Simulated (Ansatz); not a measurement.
**Formation energy and levels of the vacancy V_B in BP (F-43m)**

Charge states of V_B in BP (F-43m), set against the band edges. Model: a cell of 36 host atoms with 1 B taken out.

Calculated with Ansatz 0.2.0; place-levels on r2SCAN runs: charge-transition levels and formation energies with image-charge correction and potential alignment at the atomic sites; PAW set soft_1.

## (1) Starting point

The cell holds 35 atoms: 17 B and 18 P. Cell: a = 6.415 Å, b = 9.623 Å, c = 9.623 Å, α = 60.0°, β = 60.0°, γ = 60.0°. It derives from BP (space group F-43m). Nearest the centre at fractional (0.500, 0.333, 0.667): P4 at 1.96 Å, P22 at 1.96 Å, P6 at 1.96 Å, P10 at 1.96 Å, B9 at 3.21 Å, B11 at 3.21 Å, B32 at 3.21 Å, B5 at 3.21 Å.

Structure file:

```xyz
35
Lattice="0.0000 4.5364 4.5364 6.8046 0.0000 6.8046 6.8046 6.8046 0.0000" Properties=species:S:1:pos:R:3 pbc="T T T"
B     0.0000    0.0000    0.0000
P     3.4023    3.4023    3.4023
B     2.2682    2.2682    0.0000
P     5.6705    5.6705    3.4023
B     4.5364    4.5364    0.0000
P     7.9386    7.9386    3.4023
B     2.2682    0.0000    2.2682
P     5.6705    3.4023    5.6705
B     4.5364    2.2682    2.2682
P     7.9386    5.6705    5.6705
B     6.8046    4.5364    2.2682
P    10.2068    7.9386    5.6705
B     4.5364    0.0000    4.5364
P     7.9386    3.4023    7.9386
B     6.8046    2.2682    4.5364
P    10.2068    5.6705    7.9386
B     9.0727    4.5364    4.5364
P    12.4750    7.9386    7.9386
B     0.0000    2.2682    2.2682
P     3.4023    5.6705    5.6705
B     2.2682    4.5364    2.2682
P     5.6705    7.9386    5.6705
B     4.5364    6.8046    2.2682
P     7.9386   10.2068    5.6705
B     2.2682    2.2682    4.5364
P     5.6705    5.6705    7.9386
B     4.5364    4.5364    4.5364
P     7.9386    7.9386    7.9386
P    10.2068   10.2068    7.9386
B     4.5364    2.2682    6.8046
P     7.9386    5.6705   10.2068
B     6.8046    4.5364    6.8046
P    10.2068    7.9386   10.2068
B     9.0727    6.8046    6.8046
P    12.4750   10.2068   10.2068
```

The host's dielectric constants go in as inputs: 9.31 for the electrons alone, 9.42 with the ions, computed on the host (DFPT, PBEsol, on the r2SCAN cell), and a cell off the functional's own equilibrium shifts the ionic part.

The cell's shortest repeat is 6.4 Å.

## (2) Charge states

Levels follow from differences of total energies between charge states, each relaxed by itself.

Random displacements of about 0.05 Å break the site symmetry at the start, so that the relaxation can reach a distorted minimum if there is one. Forces are taken at one point at (¼, ¼, ¼). The cell holds 3 electrons more than the neutral one, with a uniform background that keeps it neutral on the whole.

The sampling was tested on the host first: at the k-points planned (1x1x1 shifted 0.25 0.25 0.25) its energy lies 0.029 eV an atom from the dense-mesh value, so the final energies take a denser sampling.

One state's input; the others differ in charge, spin, start and seed, and in occupations where the table says so.

qm3.relax/input.yaml reads:

```yaml
crystal:
  lattice:
    - [0.0, 2.26818541, 2.26818541]
    - [2.26818541, 0.0, 2.26818541]
    - [2.26818541, 2.26818541, 0.0]
  atoms:
    - { symbol: B, position: [0.0, 0.0, 0.0] }
    - { symbol: P, position: [0.75, 0.75, 0.75] }
  supercell: [2, 3, 3]
  defects: [{ vacancy: 28 }]
total_charge: -3
basis:
  ecutwfc: 500
  xc_grid: 2
hamiltonian:
  xc: r2scan
  pseudopotentials: { kind: paw, azcp: { folder: soft_1 } }
kpoints:
  mp_grid: { grid: [1, 1, 1], shift: [0.25, 0.25, 0.25] }
scf:
  occupations: { method: fixed }
  max_iter: 80
output:
  forces: true
  charged_corrections: { epsilon: 9.31, static_epsilon: 9.42 }
relax:
  f_tol: 0.02
  max_steps: 80
  random_displacement: { amplitude: 0.05, seed: 4725 }
checkpoint:
  write: "../qm3.relax.run"
  compress: false
  write_wavefunctions: true
  write_every: 100000
```

Command:

```
$ ansatz run input.yaml --threads 4 --pin off --max-ram 7536MiB --backend cpu --events-out ev --progress --plain --runs-dir out
```

Defect states can disperse in a cell of this size, so the energy is taken again at a 2×2×2 shifted mesh, on the relaxed structure.

The run of this state that the levels use, under r2SCAN:

qm3.point/input.yaml reads:

```yaml
crystal:
  checkpoint: "../qm3.relax.run"
  host: checkpoint
total_charge: -3
basis:
  ecutwfc: 500
  xc_grid: 2
hamiltonian:
  xc: r2scan
  pseudopotentials: { kind: paw, azcp: { folder: soft_1 } }
kpoints:
  mp_grid: { grid: [2, 2, 2], shift: [0.5, 0.5, 0.5] }
scf:
  occupations: { method: fermi_dirac, width: 0.01 }
  max_iter: 80
output:
  forces: true
  eigenvalues: true
  charged_corrections:
    epsilon: 9.31
    static_epsilon: 9.42
    defect_position: [0.5, 0.333333, 0.666667]
  eigenstates: { localisation: true }
  populations: true
checkpoint:
  read: "../qm3.relax.run"
  write: "../qm3.point.run"
  compress: false
  write_wavefunctions: false
  write_every: 100000
```

Relaxations under r2SCAN at one point at (¼, ¼, ¼); times on 4 threads of AMD EPYC 9B45 (Zen 5), shared host:

```csv
charge,moment (μB),occupations,outcome,steps,largest displacement against the far atoms (Å),time
−3,0,fixed,converged,5,0.12,8.5 s
−2,1,fixed,converged,5,0.10,20 s
−1,0,fixed,converged,8,0.11,11 s
0,1,fixed,converged,6,0.07,31 s
+1,0,fixed,converged,13,0.49,19 s
−1,2,fixed,converged,5,0.05,20 s
```

Single points under r2SCAN at a 2×2×2 shifted mesh; times on 4 threads of AMD EPYC 9B45 (Zen 5), shared host:

```csv
charge,moment (μB),occupations,outcome,time
−3,0,fermi-dirac,converged,5.3 s
−2,1,fermi-dirac,converged,19 s
−1,0,fermi-dirac,converged,6 s
0,1,fermi-dirac,converged,19 s
+1,0,fermi-dirac,converged,5.5 s
−1,2,fermi-dirac,converged,15 s
```

Distances (Å) from the ideal centre to the nearest atoms after relaxation with r2SCAN:

```csv
charge,moment (μB),1.,2.,3.,4.,5.,6.
−3,0,P 1.84,P 1.86,P 1.91,P 1.92,B 3.16,B 3.16
−2,1,P 1.86,P 1.87,P 1.93,P 1.95,B 3.17,B 3.17
−1,0,P 1.88,P 1.89,P 1.93,P 1.96,B 3.15,B 3.16
−1,2,P 1.94,P 1.95,P 1.96,P 1.97,B 3.18,B 3.18
0,1,P 1.96,P 1.98,P 1.99,P 1.99,B 3.14,B 3.15
+1,0,P 1.95,P 1.96,P 2.41,P 2.44,B 3.14,B 3.14
```

## (3) Levels against the band edges, r2SCAN

A charged cell interacts with its images and the background, and its potential has another zero than the host's. place-levels removes the first by a point-charge model, screened by the static dielectric constant since the ions have relaxed around the charge, and the second by comparing potentials at atoms far from the defect.

The host is a run of the defect-free crystal in the same cutoffs, grids and k-points, so that basis and sampling errors cancel in part in the differences. The host is run in a cell of 2 atoms on a matching mesh. Its band edges are searched through the zone by a band path, so the gap is smaller than, or equal to, that on the mesh. Chemical potentials are energies per atom of B (alpha-rhombohedral (B12)), run with the same functional and cutoff.

levels.point.yaml reads:

```yaml
host:
  run: host.point.run
states: [qm3.point.run, qm2_M1.point.run, qm1.point.run, q0_M1.point.run, qp1.point.run, qm1_M2.point.run]
geometry_from:
  qm3.point.run: qm3.relax.run
  qm2_M1.point.run: qm2_M1.relax.run
  qm1.point.run: qm1.relax.run
  q0_M1.point.run: q0_M1.relax.run
  qp1.point.run: qp1.relax.run
  qm1_M2.point.run: qm1_M2.relax.run
  host.point.run: host.relax.run
chemical_potentials:
  B:
    energy: -156.554104
    dataset: <sha256 of the dataset>
epsilon: 9.31
static_epsilon: 9.42
vertical:
  - { from: qm3.point.run, to: qm3.point_neutral.run }
  - { from: qm2_M1.point.run, to: qm2_M1.point_neutral.run }
  - { from: qm1.point.run, to: qm1.point_neutral.run }
  - { from: qp1.point.run, to: qp1.point_neutral.run }
  - { from: qm1_M2.point.run, to: qm1_M2.point_neutral.run }
```

Command:

```
$ ansatz place-levels levels.point.yaml -- --threads 4 --pin off --max-ram 7536MiB
```

Numbers of over 12 decimals in the logs are rounded to 6 here.

What it wrote:

```text
[... repeated set-up lines and file paths are left out, and long positions are rounded to six places ...]
(+1/0) 0.100 eV above the valence edge, 1.139 eV under the conduction edge
(0/-1) 0.518 eV above the valence edge, 0.721 eV under the conduction edge
(-1/-2) 1.339 eV above the valence edge, in the conduction band; not on the lower envelope
(-2/-3) 1.246 eV above the valence edge (+2.004 eV without the band-filling correction), in the conduction band; not on the lower envelope
(-1/-3) 1.293 eV above the valence edge (+1.672 eV without the band-filling correction), in the conduction band: charges between them are lowest nowhere
formation energy of charge +1: +4.244 eV with the Fermi level at the valence edge
formation energy of charge 0: +4.345 eV with the Fermi level at the valence edge
formation energy of charge -1: +4.863 eV with the Fermi level at the valence edge
formation energy of charge -2: +6.202 eV with the Fermi level at the valence edge
formation energy of charge -3: +7.448 eV with the Fermi level at the valence edge
vertical -3 to 0: no energy, since no alignment is typed
  the change from vertical[0].from (qm3.point.run) to vertical[0].to (qm3.point_neutral.run): by its potential at epsilon 9.31 it stands at 0.431 0.290 0.623, with an rms radius of about 2.2 Å (1.0 1.4 1.4 Å across the planes of the cell's vectors); [...]
vertical -2 to 0: no energy, since no alignment is typed
  the change from vertical[1].from (qm2_M1.point.run) to vertical[1].to (qm2_M1.point_neutral.run): by its potential at epsilon 9.31 it stands at 0.425 0.302 0.637, with an rms radius of about 2.4 Å (1.0 1.5 1.5 Å across the planes of the cell's vectors); [...]
vertical -1 to 0: no energy, since no alignment is typed
  the change from vertical[2].from (qm1.point.run) to vertical[2].to (qm1.point_neutral.run): by its potential at epsilon 9.31 it stands at 0.431 0.303 0.620, with an rms radius of about 2.3 Å (1.0 1.6 1.3 Å across the planes of the cell's vectors); [...]
vertical +1 to 0: no energy, since no alignment is typed
  the change from vertical[3].from (qp1.point.run) to vertical[3].to (qp1.point_neutral.run): by its potential at epsilon 9.31 it stands at 0.410 0.335 0.668, with an rms radius of about 2.8 Å (0.7 1.9 1.9 Å across the planes of the cell's vectors); [...]
vertical -1 to 0: no energy, since no alignment is typed
  the change from vertical[4].from (qm1_M2.point.run) to vertical[4].to (qm1_M2.point_neutral.run): by its potential at epsilon 9.31 it stands at 0.435 0.275 0.609, with an rms radius of about 2.2 Å (1.0 1.3 1.3 Å across the planes of the cell's vectors); [...]
  edges by r2scan, gap 1.239 eV; the host is sampled to repeats of 16.97 Å
  the defect's cells are sampled to repeats of 16.97 Å, like sampling
  charge +1: -16349.4733 eV with its correction of -0.103 eV, at epsilon 9.42, aligned at sites: -0.3896 eV, mean over 31 atomic sites at or beyond 3.21 Å from the host's site at [0.4988, 0.3341, 0.6674] by the defect at [0.5000, 0.3333, 0.6667], with [...]
  charge 0: +0.000 eV for its dipole among its images, +0.000 omitted
  states[3] (q0_M1.point.run): levels filled in part (TS 0.004 eV): its energy is of no whole electron's
  charge -1: -16330.0761 eV with its correction of +0.572 eV, at epsilon 9.42, aligned at sites: -0.2854 eV, mean over 31 atomic sites at or beyond 3.21 Å from the host's site at [0.4988, 0.3341, 0.6674] by the defect at [0.5000, 0.3333, 0.6667], with [...]
  charge -2: -16319.3476 eV with its correction of +1.601 eV, at epsilon 9.42, aligned at sites: -0.2283 eV, mean over 31 atomic sites at or beyond 3.21 Å from the host's site at [0.4988, 0.3341, 0.6674] by the defect at [0.5000, 0.3333, 0.6667], with [...]
  states[1] (qm2_M1.point.run): levels filled in part (TS 0.002 eV): its energy is of no whole electron's
  charge -3: -16307.9539 eV with its correction of +3.141 eV, at epsilon 9.42, aligned at sites: -0.1885 eV, mean over 31 atomic sites at or beyond 3.21 Å from the host's site at [0.4988, 0.3341, 0.6674] by the defect at [0.5000, 0.3333, 0.6667], with [...]
  charge -1: states[2] (qm1.point.run) stands 0.169 eV higher, with a moment of 0.00 μB against 2.00
  of states[4] (qp1.point.run): how wide its charge is, is not read beside other atoms or cores, and a band state would take no correction. [...]
  of states[3] (q0_M1.point.run): its sublattices stand up to 0.0024 Å off the host's, which by the two runs' forces adds about -0.02 eV to its energy against the host's, and moves the band edges: relax the crystal first, and build the cells on it; [...]
  of states[5] (qm1_M2.point.run): it parts from the run at its places by a charge that spreads by about 1 Å along one vector (0.9 Å or more is wide), by its potential at epsilon 9.31, taken for that of held ions (one typed too small widens it), where the [...]
  of states[1] (qm2_M1.point.run): it parts from the run at its places by a charge that spreads by about 1.5 Å along one vector (1.4 Å or more is wide), by its potential at epsilon 9.31, taken for that of held ions (one typed too small widens it), where the [...]
  of states[0] (qm3.point.run): it parts from the run at its places by a charge that spreads by about 1 Å along one vector (0.9 Å or more is wide), by its potential at epsilon 9.31, taken for that of held ions (one typed too small widens it), where the cell [...]
  of states[2] (qm1.point.run): it parts from the run at its places by a charge that spreads by about 1.6 Å along one vector (1.4 Å or more is wide), by its potential at epsilon 9.31, taken for that of held ions (one typed too small widens it), where the cell [...]
  of vertical[0].from (qm3.point.run): its sublattices stand up to 0.0019 Å off the host's, which by the two runs' forces adds about +0.01 eV to its energy against the host's, and moves the band edges: relax the crystal first, and build the cells on it; [...]
  vertical[0].to (qm3.point_neutral.run): levels filled in part (TS 0.001 eV): its energy is of no whole electron's
  of vertical[0].to (qm3.point_neutral.run): stability_check_not_made
  vertical[1].from (qm2_M1.point.run): levels filled in part (TS 0.002 eV): its energy is of no whole electron's
  of vertical[1].from (qm2_M1.point.run): its moments are held at its close (magnetization.spin_locking), by a field of 0.111 eV a Bohr magneton, and its energy and levels are of the state that this holds: a run that lets them go can end lower; [...]
  vertical[1].to (qm2_M1.point_neutral.run): levels filled in part (TS 0.001 eV): its energy is of no whole electron's
  of vertical[1].to (qm2_M1.point_neutral.run): its moments are held at its close (magnetization.spin_locking), by a field of 0.010 eV a Bohr magneton, and its energy and levels are of the state that this holds: a run that lets them go can end lower; [...]
  of vertical[2].from (qm1.point.run): its sublattices stand up to 0.0065 Å off the host's, which by the two runs' forces adds about -0.05 eV to its energy against the host's, and moves the band edges: relax the crystal first, and build the cells on it; [...]
  of vertical[2].to (qm1.point_neutral.run): stability_check_not_made
  of vertical[3].from (qp1.point.run): its displacements don't fall off away from the defect: farther atoms stand 0.055 Å off the host's places. [...]
  of vertical[3].to (qp1.point_neutral.run): its displacements don't fall off away from the defect: farther atoms stand 0.055 Å off the host's places. [...]
  of vertical[4].from (qm1_M2.point.run): its sublattices stand up to 0.0027 Å off the host's, which by the two runs' forces adds about -0.02 eV to its energy against the host's, and moves the band edges: relax the crystal first, and build the cells on it; [...]
  of vertical[4].to (qm1_M2.point_neutral.run): it set out from the moments of a save, which an earlier run chose (saved_moments_taken); stability_check_not_made
```

Elapsed: 0.41 s, on 4 threads of AMD EPYC 9B45 (Zen 5), shared host.

(Part 1 of 2 ends here.)

[Logs are printed without paths, hosts, clocks, repeated set-up lines and the standing remarks that a program may print on its own settings, such as how far it seeks lower states.]

[Hosts, paths, dates, database ids (printed as entryN), source tags and the programs' standing remarks are cut or masked in the printed files.]

[Where a table of states has a column of steps, it counts the stored structures, which are thinned; the runs took as many ionic steps or more.]

[A defect's name tells the site on which it was built; relaxed atoms can leave that site.]

[For some hosts the program warned that the k-mesh of the response run may be too coarse for force constants and the static dielectric constant; such warnings are not shown here.]
